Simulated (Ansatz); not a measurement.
# Work function of Ag(110): what the settings cost and change, part 2 of 2

Aim: the work function of Ag(110) across levels of theory at one geometry.

Ansatz 0.2.0; plane-wave DFT, PBE, Ansatz PAW (the session's first sound run).

So far, work function, upper face (eV): step 2 (run, setting PBE, Ansatz PAW (420 eV)) 4.12; step 3 (LDA) 4.54; step 4 (PBEsol) 4.24; step 5 (RPBE) 3.92; step 6 (r2SCAN) 4.05.

### 7. Run

This step: plane-wave DFT, PBE, JTH PAW (Ansatz 0.2.0).

File input.yaml:

```yaml
crystal:
  lattice:
    - [4.09, 0.0, 0.0]
    - [0.0, 2.8920667351, 0.0]
    - [0.0, 0.0, 26.6762002052]
  atoms:
    - { symbol: Ag, position: [0.0, 0.0, 0.3373793843] }
    - { symbol: Ag, position: [0.5, 0.5, 0.3915862562] }
    - { symbol: Ag, position: [0.0, 0.0, 0.4457931281] }
    - { symbol: Ag, position: [0.5, 0.5, 0.5] }
    - { symbol: Ag, position: [0.0, 0.0, 0.5542068719] }
    - { symbol: Ag, position: [0.5, 0.5, 0.6084137438] }
    - { symbol: Ag, position: [0.0, 0.0, 0.6626206157] }
kpoints:
  mp_grid: { grid: [10, 14, 1] }
hamiltonian:
  xc: pbe
  pseudopotentials: { kind: paw, source: jth }
scf:
  occupations: { method: fermi_dirac, width: 0.1 }
  convergence: { dr2_threshold: 1.0e-09 }
efield:
  axis: 3
  dipole_correction: true
  ramp_position: 0.97
  ramp_width: 0.06
output:
  write_potential: true
  write_density: true
  volumetric_format: npy
```

Command:

```sh
ansatz run input.yaml --threads 4 --pin off --max-ram 6144MiB --backend cpu --events-out ev --progress --plain --runs-dir out
```

What it wrote:

```text
[...]
k-point 0: bands = [... 35 lower, -0.3968, -0.2837, -0.2736, 1.1467, 2.9466, 4.7792, 4.8483, 6.2752, ... 4 higher]
  k-point 1: bands = [... 35 lower, -0.3685, -0.3252, -0.2515, 1.2223, 3.0501, 4.9564, 5.0215, 6.3697, ... 4 higher]
  k-point 2: bands = [... 35 lower, -0.4039, -0.2879, -0.1801, 1.4479, 3.3476, 5.2662, 5.6811, 6.6486, ... 4 higher]
  k-point 47: bands = [... 35 lower, 2.7496, 2.8229, 4.2399, 4.4564, 6.0484, 6.1706, 6.1935, 6.4443, ... 4 higher]
[key lines of the parts left out:]
SCF converged after 11 iterations
Free energy (F): -33842.254762 eV
Fermi energy:    2.543450 eV
Dipole field:    D = -0.000000 V/Å  (p = -0.000000 e·Å, saw-weighted, corrected)
Work function:   Φ+ = 4.1156 eV   Φ− = 4.1156 eV
```

The job ended after 5.4 min (4 threads of Arm Neoverse N1, shared host; peak memory 4.9 GiB).

The work function is 4.116 eV, -0.004 eV from the run “PBE, Ansatz PAW (420 eV)”, at 3.8 times its CPU time.

### 8. Run

This step: plane-wave DFT, PBE, norm-conserving (Ansatz 0.2.0).

input.yaml: that of step 7 with these lines changed.

```diff
@@ -17,3 +17,3 @@
   xc: pbe
-  pseudopotentials: { kind: paw, source: jth }
+  pseudopotentials: { kind: nc }
 scf:
```

What it wrote:

```text
[...]
Crystal: 7 atoms, lattice volume = 315.541 Å³
Basis set: ecut = 960 eV, 21353 PW (Γ)
Bands: 80, of which v1, the nominal top of the filled ones, is band 67 counted from 1 (66 counted from 0)
Symmetry: 4 space group operations
k-points: 48 of 140
[...]
k-point 0: bands = [... 63 lower, 1.1555, 1.2715, 1.2731, 2.6865, 4.4827, 6.2870, 6.3789, 7.8094, ... 9 higher]
  k-point 1: bands = [... 63 lower, 1.1862, 1.2288, 1.2948, 2.7617, 4.5860, 6.4873, 6.5313, 7.9042, ... 9 higher]
  k-point 2: bands = [... 63 lower, 1.1506, 1.2672, 1.3641, 2.9858, 4.8832, 6.7976, 7.1951, 8.1837, ... 9 higher]
  k-point 47: bands = [... 63 lower, 4.2680, 4.3410, 5.7650, 5.9798, 7.5774, 7.7094, 7.7316, 7.9765, ... 9 higher]
[key lines of the parts left out:]
SCF converged after 9 iterations
Free energy (F): -29503.671572 eV
Fermi energy:    4.073473 eV
Dipole field:    D = -0.000000 V/Å  (p = -0.000000 e·Å, saw-weighted, corrected)
Work function:   Φ+ = 4.1195 eV   Φ− = 4.1195 eV
```

Wall time 4.4 min (4 threads); peak memory 4.2 GiB.

The work function is 4.119 eV, -0.000 eV from the run “PBE, Ansatz PAW (420 eV)”, at 3.5 times its CPU time.

### 9. Slab

This step: plane-wave DFT, LDA, norm-conserving (Ansatz 0.2.0).

input.yaml: that of step 8 with these lines changed.

```diff
@@ -16,3 +16,3 @@
 hamiltonian:
-  xc: pbe
+  xc: lda
   pseudopotentials: { kind: nc }
```

What it wrote:

```text
[...]
Crystal: 7 atoms, lattice volume = 315.541 Å³
Basis set: ecut = 1170.089609 eV, 28571 PW (Γ)
Bands: 80, of which v1, the nominal top of the filled ones, is band 67 counted from 1 (66 counted from 0)
Symmetry: 4 space group operations
k-points: 48 of 140
[...]
k-point 0: bands = [... 63 lower, 0.8147, 0.8965, 0.9302, 2.2705, 4.0627, 5.8167, 6.0096, 7.4592, ... 9 higher]
  k-point 1: bands = [... 63 lower, 0.8427, 0.8875, 0.9163, 2.3433, 4.1654, 6.0639, 6.1193, 7.6337, ... 9 higher]
  k-point 2: bands = [... 63 lower, 0.8068, 0.9255, 0.9771, 2.5607, 4.4607, 6.4324, 6.7335, 8.0692, ... 9 higher]
  k-point 47: bands = [... 63 lower, 3.8241, 3.8991, 5.3258, 5.5424, 7.1363, 7.2277, 7.2482, 7.4910, ... 9 higher]
[key lines of the parts left out:]
SCF converged after 10 iterations
Free energy (F): -29519.605152 eV
Fermi energy:    3.631836 eV
Dipole field:    D = -0.000000 V/Å  (p = -0.000000 e·Å, saw-weighted, corrected)
Work function:   Φ+ = 4.5394 eV   Φ− = 4.5394 eV
```

Wall time 6.6 min (4 threads); peak memory 5.5 GiB.

The work function is 4.539 eV, +0.419 eV from the run “PBE, Ansatz PAW (420 eV)”, at 5.2 times its CPU time.

### 10. Slab, setting PBE, all layers relaxed

This step: plane-wave DFT, PBE, Ansatz PAW (Ansatz 0.2.0).

input.yaml: that of step 9 with these lines changed.

```diff
@@ -16,4 +16,3 @@
 hamiltonian:
-  xc: lda
-  pseudopotentials: { kind: nc }
+  xc: pbe
 scf:
@@ -26,2 +25,5 @@
   ramp_width: 0.06
+relax:
+  f_tol: 0.01
+  max_steps: 40
 output:
```

What it wrote:

```text
[...]
Crystal: 7 atoms, lattice volume = 315.541 Å³
Basis set: ecut = 420 eV, 6169 PW (Γ), exchange–correlation on 60×40×360 points (8 copies of the dense FFT grid, shifted against one another)
Bands: 80, of which v1, the nominal top of the filled ones, is band 67 counted from 1 (66 counted from 0)
Symmetry: 4 space group operations
k-points: 48 of 140
[...]
atoms:
    - { symbol: Ag, position: [0.0, 0.0, 0.335466] }
    - { symbol: Ag, position: [0.500000, 0.500000, 0.387401] }
    - { symbol: Ag, position: [0.0, 0.0, 0.444642] }
    - { symbol: Ag, position: [0.500000, 0.500000, 0.500000] }
    - { symbol: Ag, position: [0.0, 0.0, 0.555358] }
    - { symbol: Ag, position: [0.500000, 0.500000, 0.612599] }
    - { symbol: Ag, position: [0.0, 0.0, 0.664534] }
[key lines of the parts left out:]
SCF converged after 6 iterations
Free energy (F): -53132.580193 eV
Fermi energy:    4.026710 eV
Dipole field:    D = 0.000000 V/Å  (p = 0.000000 e·Å, saw-weighted, corrected)
Work function:   Φ+ = 4.1224 eV   Φ− = 4.1224 eV
```

Elapsed: 3.5 min, on 4 threads; peak memory 1.2 GiB.

The relaxation took 4 steps and lowered the energy by 0.033 eV; the largest force on the free atoms ends at 0.0026 eV/Å.

The work function is 4.122 eV, +0.002 eV from the run “PBE, Ansatz PAW (420 eV)”, at 2.7 times its CPU time.

### 11. Slab

This step: plane-wave DFT, PBE, fully relativistic PAW with spin-orbit coupling (Ansatz 0.2.0).

input.yaml: that of step 10 with these lines changed.

```diff
@@ -17,2 +17,3 @@
   xc: pbe
+  pseudopotentials: { kind: paw_fr }
 scf:
@@ -25,5 +26,5 @@
   ramp_width: 0.06
-relax:
-  f_tol: 0.01
-  max_steps: 40
+magnetization:
+  noncollinear: true
+  spin_orbit: true
 output:
```

What it wrote:

```text
[...]
non-collinear run that drives no moment, with spin-orbit: no starting moment large enough to seed its density (crystal.atoms[].spin), no starting occupations that ask for one, no magnetisation constraint and no magnetic field, so the semilocal B_xc is pinned to zero
Crystal: 7 atoms, lattice volume = 315.541 Å³
[...]
k-point 1: bands = [... 129 lower, 1.2883, 1.3066, 1.3066, 2.7296, 2.7296, 4.5471, 4.5471, 6.4416, ... 23 higher]
  k-point 2: bands = [... 129 lower, 1.2709, 1.3582, 1.3582, 2.9526, 2.9526, 4.8435, 4.8435, 6.7554, ... 23 higher]
  k-point 47: bands = [... 129 lower, 4.2927, 5.7132, 5.7132, 5.9319, 5.9319, 7.5216, 7.5216, 7.6733, ... 23 higher]
[key lines of the parts left out:]
SCF converged after 11 iterations
Magnetization: |M| = 0.0000 μB,  M = (+0.0000, +0.0000, +0.0000) μB
Free energy (F): -53149.001935 eV
Fermi energy:    4.033271 eV
Dipole field:    D = -0.000000 V/Å  (p = -0.000000 e·Å, saw-weighted, corrected)
Work function:   Φ+ = 4.1249 eV   Φ− = 4.1248 eV
```

It took 13 min on 4 threads; peak memory 5.9 GiB; 45 min of CPU time.

The work function is 4.125 eV, +0.005 eV from the run “PBE, Ansatz PAW (420 eV)”, at 8.9 times its CPU time.

### 12. Comparing the runs

Times are for 4 threads of Arm Neoverse N1, shared host. Results by setting:

```
no.                                setting  work function, upper face (eV)     time  memory (GiB)
  1               PBE, Ansatz PAW (420 eV)                           4.120     78 s           1.5
  2               LDA, Ansatz PAW (420 eV)                           4.536     79 s           1.5
  3            PBEsol, Ansatz PAW (420 eV)                           4.237     82 s           1.5
  4              RPBE, Ansatz PAW (420 eV)                           3.922     80 s           1.5
  5            r2SCAN, Ansatz PAW (500 eV)                           4.053  6.1 min           2.3
  6                 PBE, JTH PAW (1380 eV)                           4.116  5.4 min           4.9
  7          PBE, norm-conserving (960 eV)                           4.119  4.4 min           4.2
  8         LDA, norm-conserving (1170 eV)                           4.539  6.6 min           5.5
  9                PBE, all layers relaxed                           4.122  3.5 min           1.2
 10  PBE with spin-orbit coupling (420 eV)                           4.125   13 min           5.9
```

### 13. A changed input

This step: plane-wave DFT, PBE, Ansatz PAW (Ansatz 0.2.0).

An input spoilt on purpose, to show how the run answers: it repeats the earlier run “PBE, Ansatz PAW (420 eV)” with scf.max_iter to 1; its output block differs too.

input.yaml: that of step 11 with these lines changed.

```diff
@@ -17,3 +17,2 @@
   xc: pbe
-  pseudopotentials: { kind: paw_fr }
 scf:
@@ -21,2 +20,3 @@
   convergence: { dr2_threshold: 1.0e-09 }
+  max_iter: 1
 efield:
@@ -26,5 +26,2 @@
   ramp_width: 0.06
-magnetization:
-  noncollinear: true
-  spin_orbit: true
 output:
```

What it wrote:

```text
Engine: ansatz 0.2.0, aarch64-unknown-linux-gnu
Pseudopotentials: kind: paw
Pseudopotential: Ag, paw, valence charge 19, recommended cutoff 420 eV (normal), Ag.paw.azcp
Functional definition: PBE
  parameter kappa = 0.804
  parameter beta = 0.066725
  exchange = pbe_x(kappa = kappa, mu = beta*pi^2/3)
  correlation = pbe_c(beta = beta)
Crystal: 7 atoms, lattice volume = 315.541 Å³
Basis set: ecut = 420 eV, 6169 PW (Γ)
Bands: 80, of which v1, the nominal top of the filled ones, is band 67 counted from 1 (66 counted from 0)
Symmetry: 4 space group operations
k-points: 48 of 140
Non-local potential: Ag, projectors of the file, l = 0: 3, l = 1: 2, l = 2: 2, l = 3: 1
PAW form: soft (Blöchl's): semilocal exchange-correlation on the pseudo side does not see the compensation charge
PAW one-centre angular grid: Ag, 590 points (default); XC on 64 Gauss nodes
Initial density: superposition of atomic densities (neutral atoms: chi_scale 0, normalization atom), corrected by the library's trained network
Initial wavefunctions: pseudopotential atomic-orbital guess
Functional: x = pbe(κ = 0.804, μ = 0.219515), c = pbe(β = 0.066725)
SCF iter   1: F=—  HF=-53132.546539 eV  |F-HF|=—  |Δ(HF+E_count)|=         —  Δρ=9.64e-4  dr2=4.26e-3  ethr=1.77e-3  p=0.000 e·Å  D=2.15e-14 V/Å  ΔV_dip=-0.00 eV  dr2_dipole=8.49e-15  V_vac-E_F(+/−)=4.06/4.06 eV  ⟨swp⟩=11.3  Hψ=39781  notcnv=0
efield: sawtooth ramp at fractional position 0.9700 (set: `efield.ramp_position`, or a place that a band, a saddle search or an elastic batch's reference lends), width 0.0600; the density the first Hamiltonian is built on has a dipole p = 0.000 e·Å; the dipole correction subtracts the counter field D = 2.15e-14 V/Å, which shifts the + side's vacuum level by -0.00 eV against the − side's; the planar-averaged density in the ramp window peaks in size at 4.6e-6 e/Å³
preconditioner: auto → LDOS  [metal: Δε(μ)=0.044 eV  Ē_g=9.018 eV  σ=0.100 eV  W_gap=0.11  n_scr=64 (ndim 8)  ℏωp=18.3 eV  f_vac=0.575  D(μ)=2.00/eV (n_scr^D=8)  β→1.0]
Error: did not converge after 1 iterations: dr2 = 4.26e-3 (threshold 1.00e-9), under the density mixer `msr1`, which `scf.mixing.algorithm: auto` chose by the deck's other keys (type `scf.mixing.algorithm: msr1` to keep it); raise `scf.max_iter`, which need not help a stalled SCF, or adjust the mixing (`scf.mixing`) or, under a smearing, its width (`scf.occupations.width`, in either direction: another width is another result); this SCF holds its density and magnetisation to the symmetry operations that it keeps, and cannot end on a state that breaks one of them: if the state sought breaks one, re-run with `crystal.symmetry.detect: [rest of the remark cut]
```

The job ended after 26 s (4 threads; peak memory 1.1 GiB).

No converged result was reached; the numbers in the log don't describe the system.

The program's message: “Error: did not converge after 1 iterations: dr2 = 4.26e-3 (threshold 1.00e-9), under the density mixer `msr1`, which `scf.mixing.algorithm: auto` chose by the deck's other keys (type `scf.mixing.algor …”

The fault put into the input: too few SCF iterations.

### 14. Summary of results

| Property | Result |
| --- | --- |
| work function, PBE, Ansatz PAW (420 eV) | 4.120 eV |
| work function, LDA, Ansatz PAW (420 eV) | 4.536 eV |
| work function, RPBE, Ansatz PAW (420 eV) | 3.922 eV |
| work function, r2SCAN, Ansatz PAW (500 eV) | 4.053 eV |
| work function, LDA, norm-conserving (1170 eV) | 4.539 eV |
| work function, PBE, all layers relaxed | 4.122 eV |
| work function, PBE with spin-orbit coupling (420 eV) | 4.125 eV |

**Reading.** PBE on the default files gives 4.12 eV, and the settings tried spread the value from 3.92 to 4.54 eV. At one geometry LDA lies 0.42 eV above PBE. The choice of pseudopotentials moves the PBE value by 0.004 eV. Relaxing the layers changes it by +0.002 eV. Spin-orbit coupling, on the fully relativistic files, changes it by +0.00 eV. The ladder's slabs use the tabulated experimental lattice constant (two decimals; a low-temperature value for the alkali metals).

Comparison with the measured values:

```
                                               quantity  measured  PBE, Ansatz PAW (420 eV)  LDA, Ansatz PAW (420 eV)  r2SCAN, Ansatz PAW (500 eV)  LDA, norm-conserving (1170 eV)  PBE, all layers relaxed  PBE with spin-orbit coupling (420 eV)
work function (clean (110) face, a compiled value) (eV)       4.1           4.12 (+0.02 eV)           4.54 (+0.44 eV)              4.05 (-0.05 eV)                 4.54 (+0.44 eV)          4.12 (+0.02 eV)                        4.12 (+0.02 eV)
```

Measured values from arxiv:1902.07811 (2019).

How well it matches: For the work function, of the levels listed nearest comes PBE, Ansatz PAW (420 eV) (+0.02 eV, good agreement) and farthest LDA, norm-conserving (1170 eV) (+0.44 eV, a clear miss).

[Long decimals in the printed logs are rounded to 6 places.]

[Logs are printed without paths, hosts, clocks, repeated set-up lines and the standing remarks that a program may print on its own settings, such as how far it seeks lower states.]

[Hosts, paths, dates, database ids (printed as entryN), source tags and the programs' standing remarks are cut or masked in the printed files.]

[Maps of the electrostatic potential energy from Ansatz leave out the sawtooth potential of an applied field or a dipole correction, so their vacuum need not be flat; planar profiles and work functions include it.]
